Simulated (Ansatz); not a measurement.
## Sr on Ni(100): change of the work function

How does one ordered layer of Sr (hollow site) change the work function of Ni(100), and what dipole does each adsorbate carry?

Method: plane-wave DFT, PBE, Ansatz PAW, in Ansatz 0.2.0.

Report form: the programs' logs are mostly left out.

## Step 1: Set-up

The cell holds 4 atoms: 4 Ni. Cell: a = 2.489 Å, b = 2.489 Å, c = 23.280 Å, α = 90.0°, β = 90.0°, γ = 90.0°. Vacuum lies along c.

Coordinates:

```cif
data_structure
_symmetry_space_group_name_H-M 'P 1'
_symmetry_Int_Tables_number 1
_cell_length_a 2.4890
_cell_length_b 2.4890
_cell_length_c 23.2800
_cell_angle_alpha 90.000
_cell_angle_beta 90.000
_cell_angle_gamma 90.000
_cell_volume 144.22
loop_
_atom_site_label
_atom_site_type_symbol
_atom_site_fract_x
_atom_site_fract_y
_atom_site_fract_z
_atom_site_occupancy
Ni1 Ni 0.50000 0.50000 0.38660 1
Ni2 Ni 0.00000 0.00000 0.46220 1
Ni3 Ni 0.50000 0.50000 0.53780 1
Ni4 Ni 0.00000 0.00000 0.61340 1
```

## Step 2: The clean slab

The bare slab comes first, as the zero from which every change is counted. The two lowest layers are held at bulk places and the upper ones relax. The dipole correction removes the false field that a one-sided slab makes across the periodic vacuum, so each face gets a flat vacuum level of its own.

input.yaml reads:

```yaml
crystal:
  lattice:
    - [2.4890158698, 0.0, 0.0]
    - [0.0, 2.4890158698, 0.0]
    - [0.0, 0.0, 23.28]
  atoms:
    - { symbol: Ni, position: [0.5, 0.5, 0.3865979381], spin: 0.7 }
    - { symbol: Ni, position: [0.0, 0.0, 0.4621993127], spin: 0.7 }
    - { symbol: Ni, position: [0.5, 0.5, 0.5378006873], spin: 0.7 }
    - { symbol: Ni, position: [0.0, 0.0, 0.6134020619], spin: 0.7 }
magnetization:
  spin_polarized: true
kpoints:
  mp_grid: { grid: [12, 12, 1] }
hamiltonian:
  xc: pbe
scf:
  occupations: { method: fermi_dirac, width: 0.1 }
  convergence: { dr2_threshold: 1.0e-08 }
efield:
  axis: 3
  dipole_correction: true
  ramp_position: 0.97
  ramp_width: 0.06
relax:
  f_tol: 0.02
  max_steps: 60
  constraints: [{ sites: [0, 1] }]
output:
  write_potential: true
  write_density: true
  volumetric_format: npy
```

On the command line:

```console
$ ansatz run input.yaml --threads 8 --pin off --max-ram 12288MiB --backend cpu --events-out ev --progress --plain --runs-dir out
```

Elapsed: 21 s, on 8 threads of Intel Xeon Platinum 8375C at 2.90GHz (Ice Lake), shared host; peak memory 0.78 GiB; 2.4 min of CPU time.

Step by step:

```
step  energy less that of the first step (eV)  largest force component (eV/Å)
   1                                   0.0000                          0.3940
   2                                  -0.0065                          0.2673
   3                                  -0.0113                          0.0164
```

The run keeps the 8 symmetry operations that it works with, so distortions that break them were not tested.

The atoms that moved most (Å):

```
atom     dx     dy      dz  length
 Ni4  0.000  0.000  -0.044   0.044
 Ni3  0.000  0.000   0.022   0.022
```

Numbers from this step:

```yaml
energy_at_zero_smearing: -23357.1315 eV
total_moment: 2.748 μB
site_moments: 0.7629, 0.6930, 0.6964, 0.7580 μB
work_function_upper_face: 4.883 eV
dipole_along_the_normal: 5.51e-6 e·Å
```

Running mean over 1.76 Å of the planar mean; the ramp of the sawtooth is left out. The electron's electrostatic potential energy less the Fermi level by z:

```
z (Å)  electron's electrostatic potential energy less the Fermi level (eV)
  3.0                                                                 4.88
  3.5                                                                 4.88
  4.0                                                                 4.88
  4.5                                                                 4.88
  5.0                                                                 4.88
  5.5                                                                 4.87
  6.0                                                                 4.84
  6.5                                                                 4.74
  7.0                                                                 4.38
  7.5                                                                 2.92
  8.0                                                                -1.70
  8.5                                                                -7.37
  9.0                                                                -9.86
  9.5                                                                -10.2
 10.0                                                                -10.3
 10.5                                                                -10.3
 11.0                                                                -10.3
 11.5                                                                -10.1
 12.0                                                                -10.2
 12.5                                                                -10.4
 13.0                                                                -10.9
 13.5                                                                -11.0
 14.0                                                                -10.5
 14.5                                                                -9.08
 15.0                                                                -4.60
 15.5                                                                 1.15
 16.0                                                                 3.97
 16.5                                                                 4.63
 17.0                                                                 4.81
 17.5                                                                 4.86
 18.0                                                                 4.88
 18.5                                                                 4.88
 19.0                                                                 4.88
 19.5                                                                 4.88
 20.0                                                                 4.88
```

Site moment by atom:

```
atom  site moment (μB)
 Ni1             0.763
 Ni2             0.693
 Ni3             0.696
 Ni4             0.758
```

The relaxation took 3 steps and lowered the energy by 0.011 eV; the largest force on the free atoms ends at 0.016 eV/Å.

The work function of the upper face is 4.88 eV.

## Step 3: Adsorbate added

System of this step: Sr/Ni(100). The cell holds 17 atoms: 16 Ni and 1 Sr. Its edges and angles: a = 4.978 Å, b = 4.978 Å, c = 26.085 Å, α = 90.0°, β = 90.0°, γ = 90.0°. Vacuum lies along c.

The clean slab as it ended is repeated in the plane and the adsorbate is set on one face; the cell's size fixes the coverage, and the k-mesh shrinks with it to keep the sampling density about even. Adsorbate and upper layers relax, since the dipole depends on the height.

input.yaml reads:

```yaml
crystal:
  lattice:
    - [4.9780317396, 0.0, 0.0]
    - [0.0, 4.9780317396, 0.0]
    - [0.0, 0.0, 26.0854539102]
  atoms:
    - { symbol: Ni, position: [0.25, 0.25, 0.3450198732], spin: 0.76 }
    - { symbol: Ni, position: [0.0, 0.0, 0.4124904262], spin: 0.69 }
    - { symbol: Ni, position: [0.25, 0.25, 0.4808100432], spin: 0.7 }
    - { symbol: Ni, position: [0.0, 0.0, 0.5457302214], spin: 0.76 }
    - { symbol: Ni, position: [0.25, 0.75, 0.3450198732], spin: 0.76 }
    - { symbol: Ni, position: [0.0, 0.5, 0.4124904262], spin: 0.69 }
    - { symbol: Ni, position: [0.25, 0.75, 0.4808100432], spin: 0.7 }
    - { symbol: Ni, position: [0.0, 0.5, 0.5457302214], spin: 0.76 }
    - { symbol: Ni, position: [0.75, 0.25, 0.3450198732], spin: 0.76 }
    - { symbol: Ni, position: [0.5, 0.0, 0.4124904262], spin: 0.69 }
    - { symbol: Ni, position: [0.75, 0.25, 0.4808100432], spin: 0.7 }
    - { symbol: Ni, position: [0.5, 0.0, 0.5457302214], spin: 0.76 }
    - { symbol: Ni, position: [0.75, 0.75, 0.3450198732], spin: 0.76 }
    - { symbol: Ni, position: [0.5, 0.5, 0.4124904262], spin: 0.69 }
    - { symbol: Ni, position: [0.75, 0.75, 0.4808100432], spin: 0.7 }
    - { symbol: Ni, position: [0.5, 0.5, 0.5457302214], spin: 0.76 }
    - { symbol: Sr, position: [0.25, 0.25, 0.6549801268] }
magnetization:
  spin_polarized: true
kpoints:
  mp_grid: { grid: [6, 6, 1] }
hamiltonian:
  xc: pbe
scf:
  occupations: { method: fermi_dirac, width: 0.1 }
  convergence: { dr2_threshold: 1.0e-08 }
efield:
  axis: 3
  dipole_correction: true
  ramp_position: 0.97
  ramp_width: 0.06
relax:
  f_tol: 0.02
  max_steps: 60
  constraints: [{ sites: [0, 1, 4, 5, 8, 9, 12, 13] }]
output:
  bader: true
  dos: { projected: true, e_range: [-8, 4] }
  write_potential: true
  write_density: true
  volumetric_format: npy
  elf: true
```

Wall time 5.7 min (8 threads); peak memory 5.8 GiB.

Step by step:

```
step  energy less that of the first step (eV)  largest force component (eV/Å)
   1                                   0.0000                          1.1896
   2                                  -0.2196                          0.9485
   3                                  -0.3735                          0.3949
   4                                  -0.3921                          0.2480
   5                                  -0.3996                          0.0353
   6                                  -0.4000                          0.0140
```

Forces are held to the 8 operations that the run works with; a distortion that breaks them can't arise in this run.

The atoms that moved most (Å):

```
atom      dx      dy      dz  length
Sr17   0.000   0.000  -0.516   0.516
Ni15   0.000   0.000  -0.025   0.025
Ni16   0.012   0.012   0.017   0.024
 Ni8  -0.012   0.012   0.017   0.024
Ni12   0.012  -0.012   0.017   0.024
 Ni4  -0.012  -0.012   0.017   0.024
 Ni3   0.000   0.000   0.016   0.016
```

Final coordinates:

```cif
data_structure
_symmetry_space_group_name_H-M 'P 1'
_symmetry_Int_Tables_number 1
_cell_length_a 4.9780
_cell_length_b 4.9780
_cell_length_c 26.0855
_cell_angle_alpha 90.000
_cell_angle_beta 90.000
_cell_angle_gamma 90.000
_cell_volume 646.42
loop_
_atom_site_label
_atom_site_type_symbol
_atom_site_fract_x
_atom_site_fract_y
_atom_site_fract_z
_atom_site_occupancy
Ni1 Ni 0.25000 0.25000 0.34502 1
Ni2 Ni 0.00000 0.00000 0.41249 1
Ni3 Ni 0.25000 0.25000 0.48142 1
Ni4 Ni 0.99760 0.99760 0.54636 1
Ni5 Ni 0.25000 0.75000 0.34502 1
Ni6 Ni 0.00000 0.50000 0.41249 1
Ni7 Ni 0.25000 0.75000 0.48081 1
Ni8 Ni 0.99760 0.50240 0.54636 1
Ni9 Ni 0.75000 0.25000 0.34502 1
Ni10 Ni 0.50000 0.00000 0.41249 1
Ni11 Ni 0.75000 0.25000 0.48081 1
Ni12 Ni 0.50240 0.99760 0.54636 1
Ni13 Ni 0.75000 0.75000 0.34502 1
Ni14 Ni 0.50000 0.50000 0.41249 1
Ni15 Ni 0.75000 0.75000 0.47984 1
Ni16 Ni 0.50240 0.50240 0.54636 1
Sr17 Sr 0.25000 0.25000 0.63518 1
```

Numbers from this step:

```
energy at zero smearing        : -96974.2218 eV
total moment                   : 10.04 μB
work function, upper face      : 2.312 eV
work function, lower face      : 4.894 eV
dipole along the normal        : 0.3537 e·Å
step between the vacuum levels : -2.583 eV
```

Running mean over 1.76 Å of the planar mean; the ramp of the sawtooth is left out. The electron's electrostatic potential energy less the Fermi level by z:

z (Å), electron's electrostatic potential energy less the Fermi level (eV) and a bar from the least value:
```
      3.5        4.9 ##############################
      4.0        4.9 ##############################
      4.5        4.9 ##############################
      5.0        4.9 ##############################
      5.5        4.9 ##############################
      6.0        4.9 ##############################
      6.5        4.8 ##############################
      7.0        4.4 #############################
      7.5        2.9 ##########################
      8.0       -1.7 #################
      8.5       -7.4 #######
      9.0       -9.9 ##
      9.5      -10.2 #
     10.0      -10.3 #
     10.5      -10.3 #
     11.0      -10.3 #
     11.5      -10.2 #
     12.0      -10.2 #
     12.5      -10.4 #
     13.0      -10.7 
     13.5      -10.8 
     14.0      -10.4 #
     14.5       -9.3 ###
     15.0       -5.7 ##########
     15.5       -2.2 ################
     16.0       -2.8 ###############
     16.5       -4.1 #############
     17.0       -3.9 #############
     17.5       -1.7 #################
     18.0        0.5 ######################
     18.5        1.5 #######################
     19.0        1.9 ########################
     19.5        2.1 #########################
     20.0        2.2 #########################
     20.5        2.3 #########################
     21.0        2.3 #########################
     21.5        2.3 #########################
     22.0        2.3 #########################
     22.5        2.3 #########################
     23.0        2.3 #########################
```

The density of states has structure finer than the step of the table below, so its rows give means over 0.5 eV, whole bins alone (the curve runs from -8 to 1.98 eV). Peaks (eV: height): total -2.26: 61.0, -2.20: 63.0, -1.92: 56.3, -1.53: 67.5, -1.08: 57.3, -0.93: 65.6, -0.57: 69.9; up -2.80: 23.6, -2.26: 46.8, -2.20: 47.5, -1.92: 28.8, -1.53: 31.5, -0.84: 37.7, -0.57: 48.7; down -1.53: 36.1, -1.41: 28.5, -1.02: 29.5, -0.93: 35.9, -0.69: 33.2, -0.15: 32.8, 0.09: 28.2.

Table of density of states by energy, zero at the Fermi level; means over each step; values in states/eV a cell:

```
energy (eV)  total     up   down
       -7.5   1.05  0.529  0.521
       -7.0   1.18  0.592  0.593
       -6.5   2.48   1.24   1.24
       -6.0   2.27   1.18   1.09
       -5.5   3.17   1.68   1.49
       -5.0   4.19   2.34   1.85
       -4.5   8.66   5.86   2.79
       -4.0   18.7   11.9   6.86
       -3.5   22.5   13.5   9.07
       -3.0   26.6   14.3   12.3
       -2.5   32.9   19.5   13.4
       -2.0   41.5   23.8   17.7
       -1.5   46.5   25.2   21.3
       -1.0   52.2   29.4   22.8
       -0.5   43.5   19.2   24.2
        0.0   29.8   3.97   25.9
        0.5   13.1   3.28   9.82
        1.0   7.90   3.82   4.08
        1.5   7.28   3.18   4.10
```

Projected DOS per atom over height of the atomic layer and energy from the Fermi level. Layers: Ni4 Ni4 Ni4 Ni4 Sr from below.

Values in states/eV, 22 rows by 5 columns, each cell a mean:
```
0.20 0.28 0.20 0.22 0.13
0.27 0.30 0.29 0.26 0.27
0.34 0.30 0.37 0.34 0.40
1.04 1.00 0.94 0.84 0.64
2.18 1.58 1.55 1.75 0.45
2.87 2.38 2.44 2.96 0.37
4.02 2.80 2.46 3.68 0.23
3.31 2.49 2.72 3.20 0.36
2.55 1.83 1.94 3.00 0.55
2.32 2.57 2.39 2.37 0.19
1.48 1.72 1.63 1.42 0.01
1.19 1.96 2.01 1.32 0.01
0.90 1.82 1.85 0.99 0.03
0.55 1.10 1.23 0.63 0.06
0.30 0.53 0.61 0.35 0.05
0.18 0.31 0.31 0.20 0.02
0.12 0.25 0.25 0.14 0.01
0.10 0.16 0.16 0.12 0.02
0.14 0.18 0.17 0.15 0.02
0.05 0.12 0.13 0.06 0.01
0.03 0.10 0.11 0.03 0.00
0.02 0.10 0.11 0.03 0.00
```
Columns: height of the atomic layer (Å) from 9 to 16.6 (not evenly spaced); rows upwards: energy from the Fermi level (eV) from -7.96 to 1.95.

Projected DOS per atom, spin up over height of the atomic layer and energy from the Fermi level. Layers: Ni4 Ni4 Ni4 Ni4 Sr from below.

Values in states/eV, 22 rows by 5 columns, each cell a mean:
```
0.09 0.10 0.09 0.10 0.04
0.13 0.17 0.13 0.13 0.14
0.13 0.11 0.16 0.14 0.19
0.14 0.12 0.14 0.16 0.31
0.20 0.19 0.21 0.26 0.26
1.14 1.17 1.25 1.29 0.21
2.27 1.63 1.37 2.03 0.13
1.80 1.30 1.33 1.65 0.14
1.70 0.80 0.90 1.73 0.20
1.44 1.56 1.54 1.48 0.17
0.99 1.06 0.95 0.83 0.01
0.65 0.82 0.84 0.72 0.00
0.63 1.27 1.26 0.61 0.01
0.35 0.72 0.78 0.40 0.03
0.18 0.36 0.40 0.20 0.03
0.10 0.18 0.18 0.11 0.01
0.07 0.13 0.13 0.08 0.01
0.05 0.09 0.08 0.06 0.01
0.07 0.09 0.09 0.07 0.01
0.02 0.06 0.06 0.03 0.00
0.01 0.05 0.05 0.02 0.00
0.01 0.05 0.05 0.02 0.00
```
Columns: height of the atomic layer (Å) from 9 to 16.6 (not evenly spaced); rows upwards: energy from the Fermi level (eV) from -7.96 to 1.95.

Projected DOS per atom, spin down over height of the atomic layer and energy from the Fermi level. Layers: Ni4 Ni4 Ni4 Ni4 Sr from below.

Values in states/eV, 22 rows by 5 columns, each cell a mean:
```
0.11 0.17 0.11 0.12 0.08
0.14 0.13 0.17 0.13 0.12
0.21 0.19 0.21 0.20 0.21
0.90 0.87 0.80 0.68 0.33
1.98 1.40 1.34 1.49 0.20
1.73 1.21 1.19 1.68 0.16
1.75 1.17 1.10 1.65 0.10
1.51 1.20 1.39 1.55 0.22
0.85 1.03 1.04 1.27 0.35
0.88 1.01 0.85 0.90 0.02
0.50 0.67 0.68 0.58 0.00
0.53 1.14 1.17 0.60 0.01
0.28 0.55 0.58 0.38 0.02
0.20 0.38 0.45 0.23 0.03
0.12 0.18 0.21 0.15 0.03
0.08 0.13 0.13 0.09 0.01
0.06 0.12 0.12 0.07 0.01
0.05 0.08 0.07 0.06 0.01
0.07 0.09 0.08 0.07 0.01
0.03 0.06 0.06 0.03 0.00
0.01 0.05 0.05 0.02 0.00
0.01 0.05 0.05 0.02 0.00
```
Columns: height of the atomic layer (Å) from 9 to 16.6 (not evenly spaced); rows upwards: energy from the Fermi level (eV) from -7.96 to 1.95.

Site moment by atom:

```
atom  site moment (μB)
 Ni1             0.757
 Ni2             0.689
 Ni3             0.677
 Ni4             0.573
 Ni5             0.764
 Ni6             0.689
 Ni7             0.655
 Ni8             0.573
 Ni9             0.764
Ni10             0.689
Ni11             0.655
Ni12             0.573
Ni13             0.760
Ni14             0.689
Ni15             0.645
Ni16             0.573
Sr17            -0.030
```

Spin density in the ca plane at fractional y = 0.250, with atoms of Ni and Sr within 0.2 Å of it.

Ten even steps from '0' (0.0 e/Å³) to '9' (2.0 e/Å³), each cell a mean:
```
00000000000000000000000000000000000000000000
00001000000000100000000000000000000000000000
00018500000002730000000000000000000000000000
00017500000002730000000000000000000000000000
00001100000000100000000000000000000000000000
00000000000000000000000000000000000000000000
00000000000000000000000000000000000000000000
00000000000000000000000000000000000000000000
00013200000001320000000000000000000000000000
00029600000003940000000000000000000000000000
00013200000001320000000000000000000000000000
00000000000000000000000000000000000000000000
00000000000000000000000000000000000000000000
```
Columns run along c (16.0 Å, from fractional 0.28 to 0.90 of the cell), rows up along a (5.0 Å). Atoms in or near the plane, at fractional coordinates: Ni at (0.35, 0.25), Ni at (0.48, 0.25), Ni at (0.35, 0.75), Ni at (0.48, 0.75), Sr at (0.64, 0.25).

ELF of down spins in the ca plane at fractional y = 0.250, with atoms of Ni and Sr within 0.2 Å of it. It is the smooth field of the valence electrons, not physical close to the nuclei.

Ten even steps from '0' (0.00) to '9' (0.85), each cell a mean:
```
12222223333332223333344200000012221100000000
11123322333322322333333321001122211000000000
11246532222224652233333332222222211000000000
11246532222224652233333332212222211000000000
11123322333322322333333321001122211000000000
12222223333332223333344210000012221100000000
22332233333433233333442135531011222100000000
11122223333322222333331489984101232110000000
11135422323223542233322896897201232210000000
11247632222225763233312871498311233210000000
11135422323223542233322896897201232210000000
11122223333322222333331489984101232110000000
23333233333443233333443124531011222100000000
```
Columns run along c (16.0 Å, from fractional 0.28 to 0.90 of the cell), rows up along a (5.0 Å). Atoms in or near the plane, at fractional coordinates: Ni at (0.35, 0.25), Ni at (0.48, 0.25), Ni at (0.35, 0.75), Ni at (0.48, 0.75), Sr at (0.64, 0.25).

Valence density in the ca plane at fractional y = 0.250, with atoms of Ni and Sr within 0.2 Å of it. It is the smooth field of the valence electrons, not physical close to the nuclei.

Ten steps, logarithmic in the rise over the least value, from '0' (0 e/Å³) to '9' (42 e/Å³), each cell a mean:
```
00011111111111111111000000000000000000000000
00135521000114542100000000000000000000000000
00269841000137983100000000000000000000000000
00269841000137973100000000000000000000000000
00135521000114542100000000000000000000000000
00011111111111111111000000000000000000000000
00011111111111111111100001100000000000000000
00023311111112321111000123310000000000000000
00257731000126863100001234431000000000000000
00279951000137984100001343431000000000000000
00157731000126763100001234431000000000000000
00023211111112321111000123210000000000000000
00001111111111111111100001000000000000000000
```
Columns run along c (16.0 Å, from fractional 0.28 to 0.90 of the cell), rows up along a (5.0 Å). Atoms in or near the plane, at fractional coordinates: Ni at (0.35, 0.25), Ni at (0.48, 0.25), Ni at (0.35, 0.75), Ni at (0.48, 0.75), Sr at (0.64, 0.25).

The relaxation took 6 steps and lowered the energy by 0.40 eV; the largest force on the free atoms ends at 0.014 eV/Å.

By hand: a sheet of dipoles makes a step −p/(ε₀A) in the electron's potential. With e/ε₀ = 180.95 V·Å, p = 0.3537 e·Å and A = 24.78 Å², that is −180.95 × (0.3537) / 24.78 = -2.582 eV, and the two vacuum levels of the run differ by -2.583 eV.

The covered face has 2.31 eV, -2.57 eV against the clean one; the bare back face has moved by +0.01 eV, a measure of how thin the slab is.

## Step 4: Work function against coverage

This step: plane-wave DFT, PBE, Ansatz PAW; work function against coverage (Ansatz 0.2.0).

The runs are now put side by side.

This step gave:

```
work function of the clean face     : 4.883 eV
largest change of the work function : -2.571 eV
```

The work function of the covered face by coverage:

```
coverage (adsorbates/nm²)  work function of the covered face (eV)
                     0.00                                    4.88
                     4.04                                    2.31
```

The dipole per adsorbate comes from the change of the cell's dipole. Coverage, by row:

```
coverage (1/nm²)  coverage (ML)  work function (eV)  change (eV)  dipole per adsorbate, positive end outwards (debye)  mean height of the added atoms over the highest substrate atom (Å)
           4.035           0.25               2.312       -2.571                                                1.699                                                               2.317
```

(Continued in part 2 of 2.)

[Logs are printed without paths, hosts, clocks, repeated set-up lines and the standing remarks that a program may print on its own settings, such as how far it seeks lower states.]

[Hosts, paths, dates, database ids (printed as entryN), source tags and the programs' standing remarks are cut or masked in the printed files.]

[Maps of the electrostatic potential energy from Ansatz leave out the sawtooth potential of an applied field or a dipole correction, so their vacuum need not be flat; planar profiles and work functions include it.]
